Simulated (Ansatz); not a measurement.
## Sn2C (model cell, started as cuprite): from the cell to its phonons

Aim: the vibrations of Sn2C (model cell, started as cuprite), their spectra, and whether the structure is stable.

Method: DFT PBEsol, scalar-relativistic, plane waves, PAW, in Ansatz 0.2.0.

The structure was built from a prototype and need not be the compound's stable phase.

## Step 1: The structure

Symmetry: Pn-3m, No. 224, cubic system. The conventional cell has a = 5.284 Å, b = 5.284 Å, c = 5.284 Å, α = 90.00°, β = 90.00°, γ = 90.00°. Nearest to C lie 4 Sn at 2.29 Å. Nearest to Sn lie 2 C at 2.29 Å. Farther neighbours are not listed.

## Step 2: Relaxation

The cell and atoms are relaxed, since residual forces and stress would shift the frequencies.

input.yaml

```yaml
crystal:
  lattice:
    - [5.28391, 0.0, 0.0]
    - [0.0, 5.28391, 0.0]
    - [0.0, 0.0, 5.28391]
  atoms:
    - { symbol: C, position: [0.0, 0.0, 0.0] }
    - { symbol: C, position: [0.5, 0.5, 0.5] }
    - { symbol: Sn, position: [0.25, 0.25, 0.25] }
    - { symbol: Sn, position: [0.75, 0.75, 0.25] }
    - { symbol: Sn, position: [0.75, 0.25, 0.75] }
    - { symbol: Sn, position: [0.25, 0.75, 0.75] }
kpoints:
  mp_grid: { grid: [8, 8, 8] }
hamiltonian:
  xc: pbesol
scf:
  occupations: { method: gaussian, width: 0.1 }
output:
  forces: true
  stress: true
  eigenvalues: true
relax:
  adjacent_minimum: "off"
  f_tol: 0.005
  max_steps: 80
  cell: { stress_tol: 0.05 }
```

The run is started by

```sh
> ansatz run input.yaml --threads 8 --pin off --max-ram 14336MiB --backend cpu --events-out ev --progress --plain --runs-dir out
```

Numbers of over 12 decimals in the logs are rounded to 6 here.

Output:

```text
Engine: ansatz 0.2.0, aarch64-unknown-linux-gnu
Pseudopotentials: kind: paw
Pseudopotential: C, paw, valence charge 4, recommended cutoff 420 eV (normal), C.paw.azcp
Pseudopotential: Sn, paw, valence charge 14, recommended cutoff 420 eV (normal), Sn.paw.azcp
Functional definition: PBEsol
  exchange = pbesol_x
  correlation = pbesol_c
Crystal: 6 atoms, lattice volume = 147.525 Å³
Basis set: ecut = 420 eV, 2897 PW (Γ), exchange–correlation on 72×72×72 points (8 copies of the dense FFT grid, shifted against one another)
Bands: 39, of which v1, the nominal top of the filled ones, is band 32 counted from 1 (31 counted from 0)
Symmetry: 48 space group operations
Space group: Pn-3m (ITA 224), of the structure as read, at distance tolerance 5.3e-5 Å
k-points: 35 of 512
Non-local potential: C, projectors of the file, l = 0: 2, l = 1: 2, l = 2: 1
Non-local potential: Sn, projectors of the file, l = 0: 2, l = 1: 2, l = 2: 2, l = 3: 2
PAW form: soft (Blöchl's): semilocal exchange-correlation on the pseudo side does not see the compensation charge
PAW frozen core: C, regenerated for the run's functional, and the local potential with it (the file was generated under x = pbe(κ = 0.804, μ = 0.219515), c = pbe(β = 0.066725))
PAW frozen core: Sn, regenerated for the run's functional, and the local potential with it (the file was generated under x = pbe(κ = 0.804, μ = 0.219515), c = pbe(β = 0.066725))
PAW one-centre angular grid: C, 110 points (default); XC on 64 Gauss nodes
PAW one-centre angular grid: Sn, 590 points (default); XC on 64 Gauss nodes
Initial density: superposition of atomic densities (neutral atoms: chi_scale 0, normalization atom), corrected by the library's trained network
Initial wavefunctions: pseudopotential atomic-orbital guess
Functional: x = pbesol(κ = 0.804, μ = 0.123457), c = pbesol(β = 0.046)
SCF iter   1: F=—  HF=-24284.859584 eV  |F-HF|=—  |Δ(HF+E_count)|=         —  Δρ=1.27e-2  dr2=4.49e-1  ethr=1.77e-3  ⟨swp⟩=8.3  Hψ=5988  notcnv=0
preconditioner: auto → Kerker (q_TF=auto, 2.374 Å⁻¹)  [metal: Δε(μ)=0.012 eV  Ē_g=17.256 eV  σ=0.100 eV  W_gap=0.07  n_scr=26 (ndim 8)  ℏωp=24.5 eV  f_vac=0.000  D(μ)=4.70/eV (n_scr^D=32)]
SCF iter   2: F=—  HF=-24284.781140 eV  |F-HF|=—  |Δ(HF+E_count)|=   7.84e-2  Δρ=5.36e-3  dr2=9.24e-2  ethr=7.02e-4  ⟨swp⟩=2.0  Hψ=1831  notcnv=0  defer=21
SCF iter   3: F=—  HF=-24284.762876 eV  |F-HF|=—  |Δ(HF+E_count)|=   1.83e-2  Δρ=1.08e-3  dr2=1.75e-3  ethr=1.44e-4  ⟨swp⟩=2.0  Hψ=1793  notcnv=0  defer=21
SCF iter   4: F=—  HF=-24284.762793 eV  |F-HF|=—  |Δ(HF+E_count)|=   8.28e-5  Δρ=3.80e-4  dr2=2.60e-4  ethr=2.73e-6  ⟨swp⟩=2.0  Hψ=2410  notcnv=0  defer=21
SCF iter   5: F=—  HF=-24284.762673 eV  |F-HF|=—  |Δ(HF+E_count)|=   1.20e-4  Δρ=1.57e-4  dr2=3.52e-5  ethr=4.07e-7  ⟨swp⟩=2.1  Hψ=2402  notcnv=0  defer=21
SCF iter   6: F=—  HF=-24284.762702 eV  |F-HF|=—  |Δ(HF+E_count)|=   2.87e-5  Δρ=3.47e-5  dr2=1.14e-6  ethr=5.50e-8  ⟨swp⟩=2.0  Hψ=2461  notcnv=0  defer=38
SCF iter   7: F=-24284.762701 eV  HF=-24284.762701 eV  |F-HF|=2.80e-8  |Δ(HF+E_count)|=   8.03e-7  Δρ=5.98e-6  dr2=6.45e-8  ethr=1.56e-10  ⟨swp⟩=11.6  Hψ=6703  notcnv=0
SCF 1 converged in 7 iterations: F = -24284.762701 eV  dr2 = 6.45e-8
  greatest PAW one-centre occupation: 0.992 electrons in one spin orbital (limit 2), on the Sn atom at site 2 (counted from 0), in its partial waves of l = 2
relax step   1: F+E_penalty+E_count = -24284.76270068 eV  Δ(F+E_penalty+E_count) = +0.000e0 eV  max|allowed force component| = 3.855e-19 eV/Å  Δτ_max = 0.0000 Å  P = -7.331 GPa  Ω = 147.525 Å³  (7 SCF iters, dr2 threshold 1.00e-7 eV, accepted)
Crystal: 6 atoms, lattice volume = 126.984 Å³
Basis set: ecut = 420 eV, 2517 PW (Γ), exchange–correlation on 72×72×72 points (8 copies of the dense FFT grid, shifted against one another)
Initial density: handed on by an earlier stage of this run
Initial wavefunctions: those handed on with the density
iter 1 solved again at ethr=9.04e-4 eV; its pass at ethr=3.10e-3 eV (dr2=5.79e-1 eV) is discarded
SCF iter   1: F=—  HF=-24285.464340 eV  |F-HF|=—  |Δ(HF+E_count)|=         —  Δρ=1.69e-2  dr2=5.86e-1  ethr=9.04e-4  ⟨swp⟩=1.0  Hψ=7622  notcnv=0
preconditioner: auto → Kerker (q_TF=auto, 2.434 Å⁻¹)  [metal: Δε(μ)=0.041 eV  Ē_g=17.716 eV  σ=0.100 eV  W_gap=0.22  n_scr=26 (ndim 8)  ℏωp=26.4 eV  f_vac=0.000  D(μ)=4.16/eV (n_scr^D=26)]
SCF iter   2: F=—  HF=-24285.364501 eV  |F-HF|=—  |Δ(HF+E_count)|=   9.98e-2  Δρ=7.85e-3  dr2=1.37e-1  ethr=9.04e-4  ⟨swp⟩=2.0  Hψ=1712  notcnv=0
SCF iter   3: F=—  HF=-24285.335700 eV  |F-HF|=—  |Δ(HF+E_count)|=   2.88e-2  Δρ=1.10e-3  dr2=1.29e-3  ethr=2.14e-4  ⟨swp⟩=2.0  Hψ=1930  notcnv=0
SCF iter   4: F=—  HF=-24285.335648 eV  |F-HF|=—  |Δ(HF+E_count)|=   5.12e-5  Δρ=2.35e-4  dr2=1.24e-4  ethr=2.02e-6  ⟨swp⟩=2.0  Hψ=1887  notcnv=0  defer=2
SCF iter   5: F=—  HF=-24285.335652 eV  |F-HF|=—  |Δ(HF+E_count)|=   3.47e-6  Δρ=7.53e-5  dr2=1.04e-5  ethr=1.94e-7  ⟨swp⟩=2.1  Hψ=1726  notcnv=0  defer=2
SCF iter   6: F=—  HF=-24285.335653 eV  |F-HF|=—  |Δ(HF+E_count)|=   1.15e-6  Δρ=1.98e-5  dr2=9.27e-7  ethr=1.62e-8  ⟨swp⟩=2.3  Hψ=1899  notcnv=0  defer=2
SCF iter   7: F=-24285.335653 eV  HF=-24285.335653 eV  |F-HF|=8.36e-9  |Δ(HF+E_count)|=   1.58e-7  Δρ=3.93e-6  dr2=1.76e-8  ethr=9.37e-10  ⟨swp⟩=8.7  Hψ=5767  notcnv=0
SCF 2 converged in 7 iterations: F = -24285.335653 eV  dr2 = 1.76e-8
  greatest PAW one-centre occupation: 0.992 electrons in one spin orbital (limit 2), on the Sn atom at site 4 (counted from 0), in its partial waves of l = 2
relax step   2: F+E_penalty+E_count = -24285.33565273 eV  Δ(F+E_penalty+E_count) = -5.730e-1 eV  max|allowed force component| = 1.018e-16 eV/Å  Δτ_max = 0.0000 Å  P = -0.152 GPa  Ω = 126.984 Å³  energy of the carried Pulay correction = +1.432e-2 eV  (7 SCF iters, dr2 threshold 6.00e-7 eV, accepted)
Crystal: 6 atoms, lattice volume = 126.612 Å³
iter 1 solved again at ethr=4.17e-7 eV; its pass at ethr=3.10e-3 eV (dr2=2.67e-4 eV) is discarded
SCF iter   1: F=—  HF=-24285.336116 eV  |F-HF|=—  |Δ(HF+E_count)|=         —  Δρ=3.94e-4  dr2=3.25e-4  ethr=4.17e-7  ⟨swp⟩=2.1  Hψ=6521  notcnv=0
preconditioner: auto → Kerker (q_TF=auto, 2.435 Å⁻¹)  [metal: Δε(μ)=0.015 eV  Ē_g=17.826 eV  σ=0.100 eV  W_gap=0.08  n_scr=26 (ndim 8)  ℏωp=26.4 eV  f_vac=0.000  D(μ)=4.23/eV (n_scr^D=26)]
SCF iter   2: F=—  HF=-24285.336059 eV  |F-HF|=—  |Δ(HF+E_count)|=   5.69e-5  Δρ=1.76e-4  dr2=7.10e-5  ethr=4.17e-7  ⟨swp⟩=2.0  Hψ=1529  notcnv=0
SCF iter   3: F=—  HF=-24285.336044 eV  |F-HF|=—  |Δ(HF+E_count)|=   1.53e-5  Δρ=2.51e-5  dr2=9.53e-7  ethr=1.11e-7  ⟨swp⟩=2.0  Hψ=1681  notcnv=0
SCF iter   4: F=—  HF=-24285.336044 eV  |F-HF|=—  |Δ(HF+E_count)|=   1.31e-7  Δρ=7.42e-6  dr2=8.69e-8  ethr=1.49e-9  ⟨swp⟩=2.0  Hψ=1802  notcnv=0
iter 5 did not close the SCF: its close was put off for the readings that it lacked (scf_convergence_deferred on its scf_iter line)
SCF iter   5: F=-24285.336044 eV  HF=-24285.336044 eV  |F-HF|=4.95e-10  |Δ(HF+E_count)|=   1.37e-8  Δρ=2.45e-6  dr2=1.16e-8  ethr=1.36e-10  ⟨swp⟩=2.9  Hψ=2590  notcnv=0
SCF iter   6: F=-24285.336044 eV  HF=-24285.336044 eV  |F-HF|=1.64e-10  |Δ(HF+E_count)|=   1.41e-9  Δρ=6.75e-7  dr2=4.37e-10  ethr=1.81e-11  ⟨swp⟩=2.8  Hψ=4281  notcnv=0
SCF 3 converged in 6 iterations: F = -24285.336044 eV  dr2 = 4.37e-10
  greatest PAW one-centre occupation: 0.992 electrons in one spin orbital (limit 2), on the Sn atom at site 3 (counted from 0), in its partial waves of l = 2
relax step   3: F+E_penalty+E_count = -24285.33604397 eV  Δ(F+E_penalty+E_count) = -3.912e-4 eV  max|allowed force component| = 8.211e-17 eV/Å  Δτ_max = 0.0000 Å  P = +0.057 GPa  Ω = 126.612 Å³  energy of the carried Pulay correction = +1.460e-2 eV  (6 SCF iters, dr2 threshold 5.76e-8 eV, accepted)
[...]
relax step   4: F+E_penalty+E_count = -24285.33598587 eV  Δ(F+E_penalty+E_count) = +5.811e-5 eV  max|allowed force component| = 3.277e-17 eV/Å  Δτ_max = 0.0000 Å  P = -0.000 GPa  Ω = 126.713 Å³  energy of the carried Pulay correction = +1.453e-2 eV  (6 SCF iters, dr2 threshold 7.99e-9 eV, accepted)
[...]
relax step   5: F+E_penalty+E_count = -24285.32528055 eV  Δ(F+E_penalty+E_count) = +1.071e-2 eV  max|allowed force component| = 2.891e-17 eV/Å  Δτ_max = 0.0000 Å  P = -0.061 GPa  Ω = 126.713 Å³  stress off target by 6.11e-2 GPa  SCF on the basis re-selected at this cell (its energy is not comparable with the rows above)  (6 SCF iters)
[...]
relax step   6: F+E_penalty+E_count = -24285.32540625 eV  Δ(F+E_penalty+E_count) = -1.257e-4 eV  max|allowed force component| = 6.476e-17 eV/Å  Δτ_max = 0.0000 Å  P = +0.000 GPa  Ω = 126.604 Å³  energy of the carried Pulay correction = +1.051e-4 eV  (6 SCF iters, dr2 threshold 9.32e-9 eV, accepted)
iter 1 solved again at ethr=2.15e-7 eV; its pass at ethr=3.10e-3 eV (dr2=1.37e-4 eV) is discarded
SCF iter   1: F=—  HF=-24285.325295 eV  |F-HF|=—  |Δ(HF+E_count)|=         —  Δρ=2.44e-6  dr2=1.44e-9  ethr=2.15e-7  ⟨swp⟩=3.3  Hψ=9320  notcnv=0
eigensolver tolerance schedule: the retry pair's looser diagonalisation over-reported the residual by 95336.11 of it (diagonalisation noise at an unbounded share of the residual, at the tolerance the schedule requests for it); recorded, not acted on — ethr = c·dr2/N_el stays at c = 1.0e-1
SCF iter   2: F=—  HF=-24285.325297 eV  |F-HF|=—  |Δ(HF+E_count)|=   1.58e-6  Δρ=1.33e-6  dr2=5.90e-10  ethr=2.25e-12  ⟨swp⟩=4.1  Hψ=3938  notcnv=0
iter 3 did not close the SCF: its close was put off for the readings that it lacked (scf_convergence_deferred on its scf_iter line)
SCF iter   3: F=-24285.325297 eV  HF=-24285.325297 eV  |F-HF|=2.18e-11  |Δ(HF+E_count)|=  3.53e-10  Δρ=3.72e-7  dr2=3.33e-11  ethr=1.00e-12  ⟨swp⟩=2.0  Hψ=2376  notcnv=0
iter 4 did not close the SCF: its close was put off for the readings that it lacked (scf_convergence_deferred on its scf_iter line)
SCF iter   4: F=-24285.325297 eV  HF=-24285.325297 eV  |F-HF|=1.46e-11  |Δ(HF+E_count)|=  2.91e-11  Δρ=1.12e-7  dr2=9.25e-12  ethr=1.00e-12  ⟨swp⟩=1.0  Hψ=1365  notcnv=0
iter 5 did not close the SCF: its close was put off for the readings that it lacked (scf_convergence_deferred on its scf_iter line)
SCF iter   5: F=-24285.325297 eV  HF=-24285.325297 eV  |F-HF|=3.64e-12  |Δ(HF+E_count)|=  3.64e-12  Δρ=3.38e-8  dr2=1.04e-12  ethr=1.00e-12  ⟨swp⟩=1.0  Hψ=1365  notcnv=0
iter 6 did not close the SCF: its close was put off for the readings that it lacked (scf_convergence_deferred on its scf_iter line)
SCF iter   6: F=-24285.325297 eV  HF=-24285.325297 eV  |F-HF|=3.64e-12  |Δ(HF+E_count)|=  1.09e-11  Δρ=1.59e-8  dr2=2.45e-13  ethr=1.00e-12  ⟨swp⟩=1.0  Hψ=1365  notcnv=0
SCF iter   7: F=-24285.325297 eV  HF=-24285.325297 eV  |F-HF|=1.09e-11  |Δ(HF+E_count)|=  1.46e-11  Δρ=2.23e-9  dr2=1.02e-14  ethr=1.00e-12  ⟨swp⟩=2.4  Hψ=3462  notcnv=0
SCF 7 converged in 7 iterations: F = -24285.325297 eV  dr2 = 1.02e-14
relax step   7: F+E_penalty+E_count = -24285.32529678 eV  Δ(F+E_penalty+E_count) = +1.095e-4 eV  max|allowed force component| = 6.862e-17 eV/Å  Δτ_max = 0.0000 Å  P = -0.000 GPa  Ω = 126.604 Å³  stress off target by 2.18e-4 GPa  SCF on the basis re-selected at this cell (its energy is not comparable with the rows above)  (7 SCF iters)
basis re-selected at this cell: Δ(F+E_penalty+E_count) = +1.095e-4 eV, ΔP = -0.000 GPa vs the last step (what re-selecting the basis moved, of the pressure what is left beyond the Pulay correction that the steps carried, after the strain that the cell walked since its last selection, with what the two solves' SCF thresholds leave and, on support functions, any second-order correction that the steps lacked; it is no m [...]
SCF converged after 7 iterations
Free energy (F): -24285.325297 eV
Harris-Foulkes:  -24285.325297 eV  (|F-HF|=1.09e-11)
Internal energy: -24285.304158 eV  (E = F + TS)
E sigma→0 (E₀):  -24285.314727 eV
Entropy (-TS):   -0.021139 eV (-3.523 meV/atom)
Fermi energy:    10.061403 eV
--- Per-component energies (eV) ---
  E_band       = -346.261854
  E_kinetic    = 916.866669
  E_local      = -3736.021428  (includes V_loc(G=0)·N_el)
  E_nonlocal   = -64.267961
  E_hartree    = 2239.337159
  E_xc         = -1607.642918
  E_vxc        = -500.686147  (∫ρ·V_xc dr)
  E_paw        = -16456.168115  (= ΣΔE_a)
  E_vpaw       = -1440.827314  (= ΣTr[D̂ρ^β])
  E_aug_tail   = 0.000007  (compensation charges beyond the density's cutoff)
  E_ewald      = -5578.589130
  E_core_change = 1.181560  (= ΣΔE_core)
  E_smearing   = -0.021139  (= −TS)
  E_closure    = -0.000000  (closes the sum)
  Σ components = -24285.325297   (vs F -24285.325297, Δ=0.00e0)
--- Forces (eV/Å), atoms counted from 1 ---
  atom   1  C     -0.00000000     0.00000000     0.00000000
  atom   2  C      0.00000000    -0.00000000    -0.00000000
  atom   3  Sn     0.00000000    -0.00000000     0.00000000
  atom   4  Sn     0.00000000    -0.00000000     0.00000000
  atom   5  Sn    -0.00000000     0.00000000     0.00000000
  atom   6  Sn     0.00000000    -0.00000000    -0.00000000
  max |Σ_I F_I| component: 4.63e-18 eV/Å
--- Stress (GPa, compression-positive) ---
       -0.000218      -0.000000       0.000000
       -0.000000      -0.000218      -0.000000
        0.000000      -0.000000      -0.000218
  P = ⅓ Tr σ = -0.0002 GPa (-0.002 kbar)
--- Band table (eV; the first three rows and the last of 35) ---
  k-point 0: bands = [... 28 lower, 6.0866, 6.8093, 6.8093, 11.7989, 11.7989, 11.7989, 12.1478, 12.1478, ... 3 higher]
  k-point 1: bands = [... 28 lower, 6.9147, 7.0205, 7.2341, 11.2818, 11.2818, 11.2875, 12.0018, 12.5008, ... 3 higher]
  k-point 2: bands = [... 28 lower, 7.2286, 7.9958, 8.2670, 10.3065, 10.8278, 10.8278, 11.5663, 12.3182, ... 3 higher]
  k-point 34: bands = [... 28 lower, 9.6040, 9.6040, 9.6040, 10.1778, 11.2971, 11.2971, 11.2971, 14.1122, ... 3 higher]
--- Relaxed structure (5 steps of the walk, 5 accepted, 2 SCFs on fresh bases) ---
  F+E_penalty+E_count = -24285.32529678 eV   max|allowed force component| = 6.862e-17 eV/Å   (the final SCF, on the basis selected at the relaxed cell)
  cell:  # Å, volume = 126.6045 Å³
    - [5.021302, 0, 0]
    - [0, 5.021302, 0]
    - [0, 0, 5.021302]
  atoms:
    - { symbol: C, position: [0, 0, 0] }
    - { symbol: C, position: [0.5, 0.5, 0.5] }
    - { symbol: Sn, position: [0.25, 0.25, 0.25] }
    - { symbol: Sn, position: [0.75, 0.75, 0.25] }
    - { symbol: Sn, position: [0.75, 0.25, 0.75] }
    - { symbol: Sn, position: [0.25, 0.75, 0.75] }
```

The job ended after 9.2 s (8 threads of Arm Neoverse V2, shared host; peak memory 0.69 GiB).

Step by step:

| step | energy less that of the first step (eV) | largest force component (eV/Å) | pressure (GPa) | volume (Å³) |
| --- | --- | --- | --- | --- |
| 1 | 0.0000 | 0.0000 | -7.33 | 147.53 |
| 2 | -0.5730 | 0.0000 | -0.15 | 126.98 |
| 3 | -0.5733 | 0.0000 | 0.06 | 126.61 |
| 4 | -0.5733 | 0.0000 | 0.00 | 126.71 |
| 5* | -0.5626 | 0.0000 | -0.06 | 126.71 |
| 6 | -0.5627 | 0.0000 | 0.00 | 126.60 |
| 7* | -0.5626 | 0.0000 | 0.00 | 126.60 |

Relaxation steps marked * repeat the geometry before them on a plane-wave basis chosen anew for their cell, so energy and pressure can jump there.

Forces are held to the 48 operations that the run works with; a distortion that breaks them can't arise in this run.

| conventional cell, symmetrised | before | after | change |
| --- | --- | --- | --- |
| a (Å) | 5.284 | 5.021 | -5.0 % |
| b (Å) | 5.284 | 5.021 | -5.0 % |
| c (Å) | 5.284 | 5.021 | -5.0 % |
| volume (Å³/atom) | 24.59 | 21.10 | -14.2 % |

Final coordinates:

```
C Sn
1.0
     5.02130    0.00000    0.00000
     0.00000    5.02130    0.00000
     0.00000    0.00000    5.02130
C Sn
2 4
Direct
  0.00000 0.00000 0.00000
  0.50000 0.50000 0.50000
  0.25000 0.25000 0.25000
  0.75000 0.75000 0.25000
  0.75000 0.25000 0.75000
  0.25000 0.75000 0.75000
```

Numbers from this step:

| Property | Result |
| --- | --- |
| pressure | -2.18e-4 GPa |
| volume per atom | 21.10 Å³ |
| gap on the k-mesh | 0 eV |

In this step the volume went from 24.59 to 21.10 Å³/atom.

## Step 3: Bringing the structure to rest

The relaxation is repeated from its end on the same settings, as a check that it has come to rest.

Changes to input.yaml since step 2:

```diff
@@ -2,5 +2,5 @@
   lattice:
-    - [5.28391, 0.0, 0.0]
-    - [0.0, 5.28391, 0.0]
-    - [0.0, 0.0, 5.28391]
+    - [5.0213021337, 0.0, 0.0]
+    - [0.0, 5.0213021337, 0.0]
+    - [0.0, 0.0, 5.0213021337]
   atoms:
@@ -22,2 +22,6 @@
   eigenvalues: true
+  write_density: true
+  write_potential: true
+  elf: true
+  volumetric_format: npy
 relax:
```

Output:

```text
[...]
Crystal: 6 atoms, lattice volume = 126.604 Å³
Basis set: ecut = 420 eV, 2517 PW (Γ), exchange–correlation on 72×72×72 points (8 copies of the dense FFT grid, shifted against one another)
Bands: 39, of which v1, the nominal top of the filled ones, is band 32 counted from 1 (31 counted from 0)
Symmetry: 48 space group operations
[...]
k-points: 35 of 512
[...]
cell:  # Å, volume = 126.6045 Å³
    - [5.0213021337, 0.0, 0.0]
    - [0.0, 5.0213021337, 0.0]
    - [0.0, 0.0, 5.0213021337]
  atoms:
    - { symbol: C, position: [0.0, 0.0, 0.0] }
    - { symbol: C, position: [0.500000, 0.500000, 0.500000] }
    - { symbol: Sn, position: [0.250000, 0.250000, 0.250000] }
    - { symbol: Sn, position: [0.750000, 0.750000, 0.250000] }
    - { symbol: Sn, position: [0.750000, 0.250000, 0.750000] }
    - { symbol: Sn, position: [0.250000, 0.750000, 0.750000] }
[key lines of the parts left out:]
SCF converged after 6 iterations
Free energy (F): -24285.325297 eV
Fermi energy:    10.061403 eV
P = ⅓ Tr σ = -0.0002 GPa (-0.002 kbar)
```

Wall time 3 s (8 threads); peak memory 0.65 GiB.

Little changed from the start: no atom moved by 0.005 Å and no cell edge by 0.1 %.

Numbers from this step:

| Property | Result |
| --- | --- |
| pressure | -2.14e-4 GPa |

In this step the volume went from 21.10 to 21.10 Å³/atom.

## Step 4: Relaxing to small forces for the phonons

Phonons need a cell at rest on their own settings, so the relaxation is repeated with tight tolerances on forces and stress, using the mesh and the filling of the phonon run that follows.

input.yaml, the sections that differ from step 3:

```yaml
scf:
  occupations: { method: methfessel_paxton, width: 0.2 }
output:
  forces: true
  stress: true
  eigenvalues: true
relax:
  adjacent_minimum: "off"
  f_tol: 0.001
  max_steps: 60
  cell: { stress_tol: 0.01 }
# crystal, kpoints, hamiltonian: as in step 3
```

Output:

```text
[...]
Crystal: 6 atoms, lattice volume = 126.604 Å³
Basis set: ecut = 420 eV, 2517 PW (Γ), exchange–correlation on 72×72×72 points (8 copies of the dense FFT grid, shifted against one another)
Bands: 39, of which v1, the nominal top of the filled ones, is band 32 counted from 1 (31 counted from 0)
Symmetry: 48 space group operations
[...]
k-points: 35 of 512
[...]
cell:  # Å, volume = 126.6045 Å³
    - [5.0213021337, 0.0, 0.0]
    - [0.0, 5.0213021337, 0.0]
    - [0.0, 0.0, 5.0213021337]
  atoms:
    - { symbol: C, position: [0.0, 0.0, 0.0] }
    - { symbol: C, position: [0.500000, 0.500000, 0.500000] }
    - { symbol: Sn, position: [0.250000, 0.250000, 0.250000] }
    - { symbol: Sn, position: [0.750000, 0.750000, 0.250000] }
    - { symbol: Sn, position: [0.750000, 0.250000, 0.750000] }
    - { symbol: Sn, position: [0.250000, 0.750000, 0.750000] }
[key lines of the parts left out:]
SCF converged after 6 iterations
Free energy (F): -24285.319558 eV
Fermi energy:    10.063990 eV
P = ⅓ Tr σ = 0.0012 GPa (0.012 kbar)
```

Wall time 2.8 s (8 threads); peak memory 0.65 GiB; 20 s of CPU time.

Little changed from the start: no atom moved by 0.005 Å and no cell edge by 0.1 %.

This step gave:

| Item | Value |
| --- | --- |
| pressure | 0.001239 GPa |

The forces vanish by symmetry and the pressure is 0.001 GPa, within the tolerances set. The cell now holds 21.10 Å³/atom.

(Part 1 of 2 ends here.)

[Logs are printed without paths, hosts, clocks, repeated set-up lines and the standing remarks that a program may print on its own settings, such as how far it seeks lower states.]

[Hosts, paths, dates, database ids (printed as entryN), source tags and the programs' standing remarks are cut or masked in the printed files.]
